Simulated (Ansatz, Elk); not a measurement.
# LaCr: X-ray structure factors from the self-consistent density

The structure of LaCr used here is made up (a known structure type with other elements) and was relaxed beforehand with PBEsol. The aim is the Fourier transform of its all-electron density, F(hkl), set beside the sum over free spherical atoms that refinements use.

Main program and level: Elk 11.2.3 (patched build); DFT, PBE, all-electron APW+lo, Dirac cores, scalar-relativistic bands, static density, ferromagnetic start.

The structure was built from a prototype and need not be the compound's stable phase.

## Step 1: Set-up

Symmetry: Pm-3m, No. 221, cubic system. The conventional cell has a = 3.654 Å, b = 3.654 Å, c = 3.654 Å, α = 90.00°, β = 90.00°, γ = 90.00°. Nearest to La lie 8 Cr at 3.16 Å. Nearest to Cr lie 8 La at 3.16 Å. Farther neighbours are not listed.

## Step 2: Ground state and structure factors

An all-electron density is needed, since X-rays see the cores too. Task 0 finds the density and task 195 Fourier-transforms it; tshift is off so that phases refer to the origin typed.

elk.in

```
tasks
  0
  195
  196

xctype
  20

spinpol
  .true.

rgkmax
  7.0

gmaxvr
  14.0

lmaxo
  7

lmaxapw
  8

swidth
  0.002

tshift
  .false.

ramdisk
  .false.

hmaxvr
  5.5

maxscl
  120

epspot
  1e-06

reducebf
  0.8

sppath
  './'

avec
  6.90415065334 0.00000000000 -0.00000000000
  0.00000000000 6.90415065334 -0.00000000000
  -0.00000000000 -0.00000000000 6.90415065334

atoms
  2
  'La.in'
  1
  -0.0000000000 0.0000000000 0.0000000000   0.000000 0.000000 0.000000
  'Cr.in'
  1
  0.5000000000 0.5000000000 0.5000000000   0.000000 0.000000 -0.170000

ngridk
  5 5 5
```

Started as:

```console
OMP_NUM_THREADS=4 elk
```

Numbers of over 12 decimals in the logs are rounded to 6 here.

The program printed:

```text
┌─────────────────────────┐
│ Elk code version 11.2.3 │
└─────────────────────────┘

All units are atomic (Hartree, Bohr, etc.)

┌─────────────────────────────────────────────────┐
│ Ground-state run starting from atomic densities │
└─────────────────────────────────────────────────┘

Lattice vectors :
   6.904150653       0.000000000      -0.000000000
   0.000000000       6.904150653      -0.000000000
  -0.000000000      -0.000000000       6.904150653

Reciprocal lattice vectors :
  0.9100591257       0.000000000       0.000000000
   0.000000000      0.9100591257       0.000000000
   0.000000000       0.000000000      0.9100591257

Unit cell volume      :    329.1021945
Brillouin zone volume :   0.7537178955

Muffin-tin inner radius fraction :   0.1000000000E-01

Nuclei treated as point charges

Species : 1 (La)
 parameters loaded from : La.in
 name : lanthanum
 nuclear charge    :   -57.00000000
 electronic charge :    57.00000000
 atomic mass :    253209.2366
 muffin-tin radius :    2.800000000
 number of radial points in muffin-tin :   1393
 inner part over the whole radius :   0.9924947902E-02
 number on inner part of muffin-tin    :    996
 approximate nuclear radius :   0.9226798129E-04
 number of mesh points to nuclear radius :    505
 atomic positions (lattice), magnetic fields (Cartesian) :
  1 :   0.00000000  0.00000000  0.00000000    0.00000000  0.00000000  0.00000000

Species : 2 (Cr)
 parameters loaded from : Cr.in
 name : chromium
 nuclear charge    :   -24.00000000
 electronic charge :    24.00000000
 atomic mass :    94783.09202
 muffin-tin radius :    2.400000000
 number of radial points in muffin-tin :    993
 inner part over the whole radius :   0.9857795597E-02
 number on inner part of muffin-tin    :    699
 approximate nuclear radius :   0.6987106690E-04
 number of mesh points to nuclear radius :    328
 atomic positions (lattice), magnetic fields (Cartesian) :
  1 :   0.50000000  0.50000000  0.50000000    0.00000000  0.00000000 -0.17000000

Total number of atoms per unit cell :    2
Total muffin-tin volume :    149.8581584
 ratio of muffin-tin to unit cell volume :   0.4553544792

Spin treatment :
 spin-polarised
 global magnetic field (Cartesian) :    0.000000000       0.000000000       0.000000000
 collinear magnetisation in z-direction

Number of Bravais lattice symmetries :   48
Number of crystal symmetries         :   48
Crystal has inversion symmetry
Real symmetric eigensolver will be used

k-point grid :      5     5     5
k-point offset :    0.000000000       0.000000000       0.000000000
k-point set is reduced with full crystal symmetry group
Total number of k-points :       10

Muffin-tin radius times maximum |G+k| :    7.000000000
 using average radius
Maximum |G+k| for APW functions       :    2.692307692
Maximum (1/2)|G+k|²                   :    3.624260355
Maximum |G| for potential and density :    14.00000000
Constant for pseudocharge density :   10
 order of it for each species :   17  17
 order of it for pair densities of each species (exact exchange by exxq0 0: 18) :   11   8
Radial integration step length :    1

G-vector grid sizes :     32    32    32
Number of G-vectors :    15275

Maximum angular momentum used for
 APW functions            :    8
 outer part of muffin-tin :    7
 inner part of muffin-tin :    2

Total nuclear charge    :   -81.00000000
Total core charge       :    56.00000000
Total valence charge    :    25.00000000
Total excess charge     :    0.000000000
Total electronic charge :    81.00000000

Effective Wigner radius, rₛ :   0.9898872186

Number of empty states         :     24
Total number of valence states :     74
Total number of core states    :     56

Third-order local-orbitals added for an l without core states : T
Total number of local-orbitals :     36

Exchange-correlation functional :     20     0     0
 Perdew-Burke-Ernzerhof, Phys. Rev. Lett. 77, 3865 (1996)
 gradient requirement :    1
 generalised gradient approximation (GGA)

Smearing type :    3
[...]
atom 1                    :   0.5053283898E-01
  species : 2 (Cr)
   atom 1                    :    1.363750064
 total in muffin-tins        :    1.414282903
 total moment                :    1.673156689

RMS change in Kohn-Sham potential (target) :    3.364247616     (  0.1000000000E-05)
Absolute change in total energy (target)   :   0.2617453864     (  0.1000000000E-03)

[... loops 3 to 24 left out ...]

┌──────────────────┐
│ Loop number : 25 │
└──────────────────┘

Energies :
 Fermi                       :     0.307541
 sum of occupied eigenvalues :     -5853.7723636769
 electron kinetic            :      10156.735695847
 core electron kinetic       :      10002.496769637
 Coulomb                     :     -19452.222452916
 Coulomb potential           :     -15680.513667455
 nuclear-nuclear             :     -944.84899942466
 electron-nuclear            :     -21354.817443678
 Hartree                     :      2847.4439901869
 Madelung                    :     -11611.965619188
 xc potential                :     -329.80428541290
 xc effective B-field        :    -0.190101
 external B-field            :      0.000000
 exchange                    :     -248.80726107386
 correlation                 :     -4.204923
 electron entropic           :    -0.51363866019855E-03
 total energy                :     -9548.4994550033
 (external B-field energy excluded from total)

Density of states at Fermi energy :    41.08253419
 (states/Hartree/unit cell)

Estimated indirect band gap :   0.2988276259E-02
 from k-point 10 to k-point 5
Estimated direct band gap   :   0.2376213696E-01
 at k-point 9

Charges :
 core                        :    56.00000000
 valence                     :    25.00000000
 interstitial                :    3.704765122
 muffin-tins (core leakage)
  species : 1 (La)
   atom 1                    :    54.73016762     (  0.2204841473E-03)
  species : 2 (Cr)
   atom 1                    :    22.56506726     ( -0.2234888559E-06)
 total in muffin-tins        :    77.29523488
 total calculated charge     :    80.99972949
 total charge                :    81.00000000
 error                       :   0.2705135628E-03

Moments :
 interstitial                :   0.1288762336
 muffin-tins
  species : 1 (La)
   atom 1                    :  -0.1569725304
  species : 2 (Cr)
   atom 1                    :    3.171536632
 total in muffin-tins        :    3.014564101
 total moment                :    3.143440335

RMS change in Kohn-Sham potential (target) :   0.5733134527E-06 (  0.1000000000E-05)
Absolute change in total energy (target)   :   0.3909434781E-04 (  0.1000000000E-03)

Convergence targets achieved

┌──────────────────┐
│ Loop number : 26 │
└──────────────────┘

Energies :
 Fermi                       :     0.307541
 sum of occupied eigenvalues :     -5853.7723655723
 electron kinetic            :      10156.735677872
 core electron kinetic       :      10002.496764640
 Coulomb                     :     -19452.222444273
 Coulomb potential           :     -15680.513679435
 nuclear-nuclear             :     -944.84899942466
 electron-nuclear            :     -21354.817413205
 Hartree                     :      2847.4439683570
 Madelung                    :     -11611.965604555
 xc potential                :     -329.80425746035
 xc effective B-field        :    -0.190100
 external B-field            :      0.000000
 exchange                    :     -248.80725833766
 correlation                 :     -4.204923
 electron entropic           :    -0.51364581575204E-03
 total energy                :     -9548.4994617511
 (external B-field energy excluded from total)

Density of states at Fermi energy :    41.08370787
 (states/Hartree/unit cell)

Estimated indirect band gap :   0.2987206564E-02
 from k-point 10 to k-point 5
Estimated direct band gap   :   0.2376308519E-01
 at k-point 9

Charges :
 core                        :    56.00000000
 valence                     :    25.00000000
 interstitial                :    3.704767557
 muffin-tins (core leakage)
  species : 1 (La)
   atom 1                    :    54.73016760     (  0.2204841581E-03)
  species : 2 (Cr)
   atom 1                    :    22.56506484     ( -0.2234883585E-06)
 total in muffin-tins        :    77.29523244
 total calculated charge     :    80.99972949
 total charge                :    81.00000000
 error                       :   0.2705129640E-03

Moments :
 interstitial                :   0.1288723660
 muffin-tins
  species : 1 (La)
   atom 1                    :  -0.1569722269
  species : 2 (Cr)
   atom 1                    :    3.171519497
 total in muffin-tins        :    3.014547270
 total moment                :    3.143419636

┌──────────────────────────────┐
│ Self-consistent loop stopped │
└──────────────────────────────┘

Warning : core states of species 1 leak from the muffin-tin :   0.2204841581E-03

Wrote STATE.OUT
```

It took 27 s on 4 threads of Intel Xeon Platinum 8375C at 2.90GHz (Ice Lake), shared host; peak memory 0.27 GiB.

SFACRHO.OUT:

```text

h k l indices transformed by vhmat matrix:
   1.000000000       0.000000000       0.000000000    
   0.000000000       1.000000000       0.000000000    
   0.000000000       0.000000000       1.000000000    

      h      k      l  multipl.   |H|            Re(F)            Im(F)           |F|

      0      0      0      1   0.0000000       81.000000      0.15315279E-33   81.000000    
     -1      0      0      6  0.91005913       29.167968     -0.10957141E-13   29.167968    
      1     -1      0     12   1.2870180       63.746223      0.15611075E-14   63.746223    
     -1     -1     -1      8   1.5762686       26.220205     -0.35812771E-13   26.220205    
      0      0     -2      6   1.8201183       56.305913      0.17725119E-13   56.305913    
     -1     -2      0     24   2.0349541       24.199206     -0.31605855E-13   24.199206    
      1     -2      1     24   2.2291805       51.296744      0.12218639E-14   51.296744    
      0      2     -2     12   2.5740359       47.544532     -0.21722665E-14   47.544532    
      0     -3      0      6   2.7301774       21.948205     -0.43802946E-14   21.948205    
     -1      2     -2     24   2.7301774       21.936951     -0.68214899E-14   21.936951    
      3      1      0     24   2.8778596       44.578942     -0.26089900E-13   44.578942    
      1     -3      1     24   3.0183247       21.134377      0.35825922E-14   21.134377    
     -2      2      2      8   3.1525373       42.200220     -0.12133070E-13   42.200220    
     -3      2      0     24   3.2812648       20.408589     -0.12649691E-14   20.408589    
     -3      1      2     48   3.4051295       40.148006     -0.71881108E-14   40.148006    
      0     -4      0      6   3.6402365       38.365030      0.21431962E-13   38.365030    
      2     -2     -3     24   3.7522699       19.096503     -0.33990659E-14   19.096503    
      4     -1      0     24   3.7522699       19.130136      0.19784453E-13   19.130136
```

Elk indexes on the primitive cell of elk.in and gives |H| = 4π sin θ/λ in inverse bohr. Below, one row stands for each form hkl of the conventional cell (m members, Friedel mates merged), F is for one primitive cell and the density is static (no thermal factor). Free-atom factors are Waasmaier and Kirfel's, and R is Σm||F|−|F'||/Σm|F|.

```csv
hkl,m,sin θ/λ (Å⁻¹),"abs F, DFT",neutral atoms,diff.
100,6,0.137,29.168,28.927,+0.241
110,12,0.194,63.746,64.130,-0.384
111,8,0.237,26.220,25.864,+0.356
200,6,0.274,56.306,56.444,-0.138
210,24,0.306,24.199,24.087,+0.112
211,24,0.335,51.297,51.287,+0.010
220,12,0.387,47.544,47.504,+0.040
300,6,0.411,21.948,21.980,-0.032
221,24,0.411,21.937,21.980,-0.043
310,24,0.433,44.579,44.544,+0.035
311,24,0.454,21.134,21.192,-0.058
222,8,0.474,42.200,42.121,+0.079
320,24,0.493,20.409,20.469,-0.061
321,48,0.512,40.148,40.078,+0.070
400,6,0.547,38.365,38.322,+0.043
322,24,0.564,19.096,19.138,-0.042
410,24,0.564,19.130,19.138,-0.008
411,24,0.581,36.860,36.792,+0.068
330,12,0.581,36.879,36.792,+0.087
331,24,0.597,18.498,18.520,-0.023
420,24,0.612,35.527,35.446,+0.081
421,48,0.627,17.937,17.935,+0.002
```

## Step 3: The magnetisation density

The same run holds the spin density, and task 196 transforms it. The order is that of the start, and no other was tried.

SFACMAG_1.OUT:

```text

h k l indices transformed by vhmat matrix:
   1.000000000       0.000000000       0.000000000    
   0.000000000       1.000000000       0.000000000    
   0.000000000       0.000000000       1.000000000    

      h      k      l  multipl.   |H|            Re(F)            Im(F)           |F|

      0      0      0      1   0.0000000       3.1434198     -0.10579336E-33   3.1434198    
     -1      0      0      6  0.91005913      -2.6922927     -0.12836583E-14   2.6922927    
      1     -1      0     12   1.2870180       2.0357336      0.16397633E-15   2.0357336    
     -1     -1     -1      8   1.5762686      -1.5485365     -0.34106926E-14   1.5485365    
      0      0     -2      6   1.8201183       1.1949955      0.14576815E-14   1.1949955    
     -1     -2      0     24   2.0349541      -1.0341866     -0.23564353E-14   1.0341866    
      1     -2      1     24   2.2291805      0.91023199      0.71176749E-16  0.91023199    
      0      2     -2     12   2.5740359      0.66532356     -0.11144997E-15  0.66532356    
      0     -3      0      6   2.7301774     -0.49967481     -0.14857818E-15  0.49967481    
     -1      2     -2     24   2.7301774     -0.57845501     -0.32974668E-15  0.57845501    
      3      1      0     24   2.8778596      0.42772146     -0.98254477E-15  0.42772146    
      1     -3      1     24   3.0183247     -0.39625624      0.14121669E-15  0.39625624    
     -2      2      2      8   3.1525373      0.38719703     -0.42331945E-15  0.38719703    
     -3      2      0     24   3.2812648     -0.30553919     -0.37005217E-16  0.30553919    
     -3      1      2     48   3.4051295      0.26702285     -0.19124815E-15  0.26702285    
      0     -4      0      6   3.6402365      0.11434974      0.27229147E-15  0.11434974
```

The total moment is 3.14 μB a cell; sphere moments: La1 -0.16, Cr2 +3.17 μB. Polarised neutrons measure spin and orbital magnetisation together; without spin-orbit coupling the run gives the spin part. With nearly all of the moment on one atom, abs F_M/F_M(0) is close to a form factor, set here beside ⟨j0⟩ of the free Cr2+ ion, taken for comparison since the valence isn't defined:

```csv
hkl,sin θ/λ (Å⁻¹),abs F_M (μB),F_M/F_M(0),⟨j0⟩
100,0.137,2.692,0.856,0.793
110,0.194,2.036,0.648,0.638
111,0.237,1.548,0.493,0.520
200,0.274,1.195,0.380,0.429
210,0.306,1.034,0.329,0.356
211,0.335,0.910,0.290,0.299
220,0.387,0.665,0.212,0.213
300,0.411,0.500,0.159,0.181
221,0.411,0.579,0.184,0.181
310,0.433,0.428,0.136,0.155
311,0.454,0.396,0.126,0.132
222,0.474,0.387,0.123,0.113
320,0.493,0.305,0.097,0.096
321,0.512,0.267,0.085,0.082
```

## Step 4: The highest occupied states alone

An energy window below the Fermi level keeps the highest occupied states, to see at which angles they scatter; shallow core shells can lie inside it and anion s states outside. No new self-consistency is needed.

elk.in: that of step 2 with these lines changed.

```diff
@@ -1,5 +1,3 @@
 tasks
-  0
   195
-  196
 
@@ -44,2 +42,5 @@
 
+wsfac
+  -0.133450 0.607540
+
 sppath
```

Started as:

```console
OMP_NUM_THREADS=4 elk
```

The program printed:

```text
┌─────────────────────────────────┐
│ Elk code version 11.2.3 started │
└─────────────────────────────────┘

Info(readinput): the functional depends on the density's gradient
 muffin-tin radial points multiplied by    2.00000
 (not where nrmtscf is given)

┌────────────────────┐
│ Current task : 195 │
└────────────────────┘

Info(sfacrho): density structure factors written to SFACRHO.OUT

 Energy window :  -0.1334500000      0.6075400000

┌──────────────────┐
│ Elk code stopped │
└──────────────────┘
```

Elapsed: 3.2 s, on 4 threads; peak memory 0.19 GiB; 4.9 s of CPU time.

States within 12 eV below the Fermi level hold 9.00 electrons; any levels below the window count with the cores. Their amplitudes can exceed the total, where window and core parts have opposite phase:

```csv
hkl,sin θ/λ (Å⁻¹),"abs F, window","abs F, all"
100,0.137,3.097,29.168
110,0.194,2.423,63.746
111,0.237,1.679,26.220
200,0.274,1.571,56.306
210,0.306,1.247,24.199
211,0.335,1.131,51.297
220,0.387,0.823,47.544
300,0.411,0.686,21.948
221,0.411,0.701,21.937
310,0.433,0.604,44.579
```

(Part 1 of 2 ends here.)

[Logs are printed without paths, hosts, clocks, repeated set-up lines and the standing remarks that a program may print on its own settings, such as how far it seeks lower states.]

[Hosts, paths, dates, database ids (printed as entryN), source tags and the programs' standing remarks are cut or masked in the printed files.]
